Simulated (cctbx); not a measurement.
**Accept or mend?**

Cell a = 4.8630 Å, b = 4.8630 Å, c = 7.5350 Å, α = 90.00°, β = 90.00°, γ = 120.00°; space group P6_3/mmc (no. 194). The compound is TlCdBi.

Simulated single-crystal data (cctbx): Cu Kα, λ = 1.54184 Å, to d = 0.83 Å, 50 % of the full sphere, strongest reflection 5000 counts, noise from counting, a 4 % proportional error and a noise floor of 4 counts (s.d.); no absorption, and some extinction, which the refinements don't model.

An anisotropic refinement with weights 1/σ² prints:

```text
Rint 0.039, 69 unique reflections to 0.84 A
cycle     R1     wR2    GooF  max shift (A)
   1  0.1048  0.2449   7.503   0.00000
   2  0.0517  0.1105   3.384   0.00000
final R1 0.0517 wR2 0.1105 GooF 3.384  parameters 6  data/parameter 11.5
atom        x        y        z      Ueq    occ   su(xyz)  su(Uiso or U11)
Bi1    0.00000  0.00000  0.00000   0.0194  1.000  0.00000  0.0014
Ta1    0.66667  0.33333  0.25000   0.0077  1.000  0.00000  0.0012
Cd1    0.66667  0.33333  0.75000   0.0231  1.000  0.00000  0.0018
difference map: max 3.04 min -3.70 rms 0.75
Q1    0.3333  0.6667  0.7015    4    3.04  0.37 A from Ta1
Q2    0.0695  0.1391  0.6411   12    1.20  1.21 A from Bi1
Q3    0.2582  0.5163  0.5624   12    0.92  1.55 A from Ta1
Q4    0.0833  0.1667  0.1250   12    0.79  1.17 A from Bi1
Q5    0.1156  0.5578  0.5872   12    0.79  1.53 A from Ta1
Q6    0.2040  0.6020  0.1155   12    0.74  1.15 A from Cd1
```

**Question.** Can this result stand? If not, what is the likely fault?

Mend it. The fault: wrong element: Ta1 is Tl. Against the right model at the same level, R1 goes from 0.0200 to 0.0517 and GooF from 1.15 to 3.38, U of Ta1 shrinks from 0.0130 to 0.0077 Å², U of Bi1 swells from 0.0149 to 0.0194 Å² and the top difference peak, 3.0 e/Å³, lies 0.37 Å from Ta1. Ta1 has 8 electrons too few and its U shrinks to make up, as expected.

The compound is TlCdBi. The right model at the same level gives:

```text
Rint 0.039, 69 unique reflections to 0.84 A
cycle     R1     wR2    GooF  max shift (A)
   1  0.0205  0.0391   1.199   0.00000
   2  0.0200  0.0375   1.150   0.00000
final R1 0.0200 wR2 0.0375 GooF 1.150  parameters 6  data/parameter 11.5
atom        x        y        z      Ueq    occ   su(xyz)  su(Uiso or U11)
Bi1    0.00000  0.00000  0.00000   0.0149  1.000  0.00000  0.0005
Tl1    0.66667  0.33333  0.25000   0.0130  1.000  0.00000  0.0004
Cd1    0.66667  0.33333  0.75000   0.0189  1.000  0.00000  0.0006
difference map: max 0.83 min -2.20 rms 0.32
Q1    0.1483  0.5741  0.5758   12    0.84  1.53 A from Tl1
Q2    0.0810  0.1621  0.6552   12    0.81  1.35 A from Bi1
Q3    0.2708  0.5417  0.6000   12    0.69  1.25 A from Tl1
Q4    0.1915  0.5958  0.1021   12    0.55  1.26 A from Cd1
Q5    0.0863  0.1727  0.1597   12    0.49  1.41 A from Bi1
Q6    0.0000  0.2681  0.0000   12    0.45  1.30 A from Bi1
```

Isotropic U is held between 0.0001 and 1 Å² by the program, and listed peak heights are interpolated, so they can pass the grid's maximum.

The model was made for the exercise: a known structure type with other elements put in, its volume estimated, not relaxed; displacement parameters are assumed.

[Middle refinement cycles are left out of these outputs.]

[Logs are printed without paths, hosts, clocks, repeated set-up lines and the standing remarks that a program may print on its own settings, such as how far it seeks lower states.]
